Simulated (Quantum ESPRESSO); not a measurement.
# Canted and collinear textures of Mn3Si

Wanted: energies and final angles of several spin textures of Mn3Si

Program: Quantum ESPRESSO 7.5. Level of theory: LDA; plane waves with GBRV 1.5 LDA potentials, no spin-orbit coupling. Results are calculated unless marked as measured.

This is a report of a sequence of runs, with most program output left out.

### Step 1. The structure

The structure is cubic, space group Fm-3m (No. 225). Conventional cell: a = 5.722 Å, b = 5.722 Å, c = 5.722 Å, α = 90.00°, β = 90.00°, γ = 90.00°. Nearest to Mn lie 8 Mn at 2.48 Å and 6 Si at 2.86 Å. Mn has 4 Si at 2.48 Å and 4 Mn at 2.48 Å nearest. Nearest to Si lie 14 Mn at 2.48 to 2.86 Å. Farther neighbours are not listed.

The cell comes from the Crystallography Open Database.

### Step 2. Start 1: collinear parallel

Input file pw.in:

```
&CONTROL
  calculation = 'scf'
  prefix = 'pwscf'
  outdir = './tmp'
  pseudo_dir = './pseudo'
  disk_io = 'nowf'
/
&SYSTEM
  ibrav = 0
  celldm(1) = 8
  nat = 4
  ntyp = 2
  ecutwfc = 34
  ecutrho = 238
  nbnd = 66
  occupations = 'smearing'
  smearing = 'fd'
  degauss = 0.00734986
  noncolin = .true.
  starting_magnetization(1) = 0.2333
  angle1(1) = 0
  angle2(1) = 0
  starting_magnetization(2) = 0
/
&ELECTRONS
  conv_thr = 4d-08
  electron_maxstep = 150
  mixing_beta = 0.3
/
ATOMIC_SPECIES
Mn     54.9380 mn_lda_v1.5.uspp.F.UPF
Si     28.0850 si_lda_v1.uspp.F.UPF
CELL_PARAMETERS alat
   0.0000000000000    0.6758133053193    0.6758133053193
   0.6758133053193    0.0000000000000    0.6758133053193
   0.6758133053193    0.6758133053193    0.0000000000000
ATOMIC_POSITIONS crystal
Mn      0.5000000000    0.5000000000    0.5000000000
Mn      0.2500000000    0.2500000000    0.2500000000
Mn      0.7500000000    0.7500000000    0.7500000000
Si      0.0000000000    0.0000000000    0.0000000000
K_POINTS automatic
5 5 5 0 0 0
```

Run with:

```console
OMP_NUM_THREADS=1 mpirun -n 4 pw.x -nk 4 -in pw.in > pw.out
```

Elapsed: 99 s, on 4 MPI ranks of Arm Neoverse N1, shared host; peak memory 0.38 GiB.

Spin moment in the atom's sphere by atom:

| atom | x (μB) | y (μB) | z (μB) | size |
| --- | --- | --- | --- | --- |
| Mn1 | 0.00 | 0.00 | 2.31 | 2.31 |
| Mn2 | 0.00 | 0.00 | -0.63 | 0.63 |
| Mn3 | 0.00 | 0.00 | -0.63 | 0.63 |
| Si4 | 0.00 | 0.00 | 0.03 | 0.03 |

Read from the output:

| Quantity | Value |
| --- | --- |
| smearing term TS | 0.1258 eV |
| magnetization | 0, 0, 1.133 μB |
| absolute magnetization | 3.807 μB |
| final state | ferrimagnetic |

### Step 3. Start 2: random 2

Input file pw.in:

```
&CONTROL
  calculation = 'scf'
  prefix = 'pwscf'
  outdir = './tmp'
  pseudo_dir = './pseudo'
  disk_io = 'nowf'
/
&SYSTEM
  ibrav = 0
  celldm(1) = 8
  nat = 4
  ntyp = 4
  ecutwfc = 34
  ecutrho = 238
  nbnd = 66
  occupations = 'smearing'
  smearing = 'fd'
  degauss = 0.00734986
  noncolin = .true.
  starting_magnetization(1) = 0.2334
  angle1(1) = 77.528
  angle2(1) = -45.373
  starting_magnetization(2) = 0.2332
  angle1(2) = 50.336
  angle2(2) = 40.626
  starting_magnetization(3) = 0.2334
  angle1(3) = 148.726
  angle2(3) = -91.986
  starting_magnetization(4) = 0
  nosym = .true.
/
&ELECTRONS
  conv_thr = 4d-08
  electron_maxstep = 150
  mixing_beta = 0.3
/
ATOMIC_SPECIES
Mn1    54.9380 mn_lda_v1.5.uspp.F.UPF
Mn2    54.9380 mn_lda_v1.5.uspp.F.UPF
Mn3    54.9380 mn_lda_v1.5.uspp.F.UPF
Si     28.0850 si_lda_v1.uspp.F.UPF
CELL_PARAMETERS alat
   0.0000000000000    0.6758133053193    0.6758133053193
   0.6758133053193    0.0000000000000    0.6758133053193
   0.6758133053193    0.6758133053193    0.0000000000000
ATOMIC_POSITIONS crystal
Mn1     0.5000000000    0.5000000000    0.5000000000
Mn2     0.2500000000    0.2500000000    0.2500000000
Mn3     0.7500000000    0.7500000000    0.7500000000
Si      0.0000000000    0.0000000000    0.0000000000
K_POINTS automatic
5 5 5 0 0 0
```

Run time: 9.7 min. Hardware: 4 MPI ranks; peak memory 0.62 GiB; 36 min of CPU time.

Spin moment in the atom's sphere by atom:

| atom | x (μB) | y (μB) | z (μB) | size |
| --- | --- | --- | --- | --- |
| Mn1 | 1.23 | -1.79 | 0.78 | 2.31 |
| Mn2 | -0.33 | 0.49 | -0.21 | 0.63 |
| Mn3 | -0.33 | 0.49 | -0.21 | 0.63 |
| Si4 | 0.02 | -0.02 | 0.01 | 0.03 |

This step gave:

```
smearing term TS       : 0.1259 eV
magnetization          : 0.604, -0.879, 0.384 μB
absolute magnetization : 3.806 μB
final state            : ferrimagnetic
```

Valence density in the ac plane of the conventional cell at fractional y = 0.000, with atoms of Mn and Si within 0.2 Å of it. It is the smooth field of the valence electrons, not physical close to the nuclei.

Ten steps, logarithmic in the rise over the least value, from '_' (0 e/Å³) to '@' (16 e/Å³), each cell a mean:
```
::__....__::**@@@@%%--........__
........__..--****==::..........
........__....::::....____......
....________________________....
....______............______....
==::..____..............__..::--
%%**::........____......__..==%%
@@%%==........::==__....__::**@@
@@%%--........__::__....__::**@@
**==::..................__..--**
::....____..............__....::
____________........____________
......______........______......
........__..::--==::..____......
__......__..==%%%%**::........__
==__....__::**@@@@%%==........::
```
Columns run along a (5.7 Å), rows up along c (5.7 Å), edges of the conventional cell, whose origin can differ from the input's. Atoms in or near the plane, at fractional coordinates: Mn at (0.50, 0.00), Mn at (0.00, 0.50), Si at (0.00, 0.00), Si at (0.50, 0.50).

### Step 4. Start 3: 120 degrees in the xy plane

Changes to pw.in since step 3:

```diff
@@ -19,13 +19,12 @@
   noncolin = .true.
-  starting_magnetization(1) = 0.2334
-  angle1(1) = 77.528
-  angle2(1) = -45.373
-  starting_magnetization(2) = 0.2332
-  angle1(2) = 50.336
-  angle2(2) = 40.626
-  starting_magnetization(3) = 0.2334
-  angle1(3) = 148.726
-  angle2(3) = -91.986
+  starting_magnetization(1) = 0.2333
+  angle1(1) = 90
+  angle2(1) = 0
+  starting_magnetization(2) = 0.2333
+  angle1(2) = 90
+  angle2(2) = 120
+  starting_magnetization(3) = 0.2333
+  angle1(3) = 90
+  angle2(3) = -120
   starting_magnetization(4) = 0
-  nosym = .true.
 /
```

The job ended after 4 min (4 MPI ranks; peak memory 0.54 GiB).

Spin moment in the atom's sphere by atom:

| atom | x (μB) | y (μB) | z (μB) | size |
| --- | --- | --- | --- | --- |
| Mn1 | 2.31 | 0.00 | 0.00 | 2.31 |
| Mn2 | -0.63 | 0.00 | 0.00 | 0.63 |
| Mn3 | -0.63 | 0.00 | 0.00 | 0.63 |
| Si4 | 0.03 | 0.00 | 0.00 | 0.03 |

This step gave:

```yaml
smearing_term_ts: 0.1259 eV
magnetization: 1.133, 0, 0 μB
absolute_magnetization: 3.806 μB
final_state: ferrimagnetic
```

### Step 5. Start 4: 120 degrees, other chirality

Changes to pw.in since step 4:

```diff
@@ -21,9 +21,9 @@
   angle1(1) = 90
-  angle2(1) = 0
+  angle2(1) = -0
   starting_magnetization(2) = 0.2333
   angle1(2) = 90
-  angle2(2) = 120
+  angle2(2) = -120
   starting_magnetization(3) = 0.2333
   angle1(3) = 90
-  angle2(3) = -120
+  angle2(3) = 120
   starting_magnetization(4) = 0
```

It took 4.4 min on 4 MPI ranks; peak memory 0.54 GiB.

Spin moment in the atom's sphere by atom:

| atom | x (μB) | y (μB) | z (μB) | size |
| --- | --- | --- | --- | --- |
| Mn1 | 2.31 | 0.00 | 0.00 | 2.31 |
| Mn2 | -0.63 | 0.00 | 0.00 | 0.63 |
| Mn3 | -0.63 | 0.00 | 0.00 | 0.63 |
| Si4 | 0.03 | 0.00 | 0.00 | 0.03 |

Read from the output:

```
smearing term TS       : 0.1259 eV
magnetization          : 1.133, 0.004, 0 μB
absolute magnetization : 3.805 μB
final state            : ferrimagnetic
```

### Step 6. The textures together

Textures, by row:

| start | final state | energy over the lowest (meV a seeded atom) | smallest moment (μB) | largest moment (μB) | net moment (μB a cell) | angles to the first moment (degrees) |
| --- | --- | --- | --- | --- | --- | --- |
| collinear parallel | ferrimagnetic | 0 | 0.6291 | 2.312 | 1.133 | 180 |
| random 2 | ferrimagnetic | 0 | 0.6288 | 2.312 | 1.133 | 180 |
| 120 degrees in the xy plane | ferrimagnetic | 0 | 0.6288 | 2.312 | 1.133 | 180 |
| 120 degrees, other chirality | ferrimagnetic | 0 | 0.6285 | 2.312 | 1.133 | 180 |

### Step 7. Results

* lowest start: collinear parallel, random 2, 120 degrees in the xy plane and 120 degrees, other chirality
* its final state: ferrimagnetic
* its moments: 0.629 to 2.31 μB
* its net moment: 1.13 μB a cell

No finished start ends non-collinear. The mesh is coarse, so differences of some ten meV can be noise where moments are itinerant. Without spin–orbit coupling only the angles between moments matter. Without spin–orbit coupling the two chiralities are mirror images and must agree. The cell holds only so many moments, so longer spirals cannot form in it. Energies are free energies at an electronic temperature of 1160 K, which lowers moments and differences where the moments are itinerant. The cutoff lies under the 40 Ry that these files are usually run at.

[Logs and program files are shortened in this print: banners, set-up blocks, solver, clock and traceback lines can be left out without a mark of their own.]

[Logs are printed without paths, hosts, clocks, repeated set-up lines and the standing remarks that a program may print on its own settings, such as how far it seeks lower states.]

[Hosts, paths, dates, database ids (printed as entryN), source tags and the programs' standing remarks are cut or masked in the printed files.]

[Where a cell is said to come from a database of computed structures, the database is the Materials Project.]
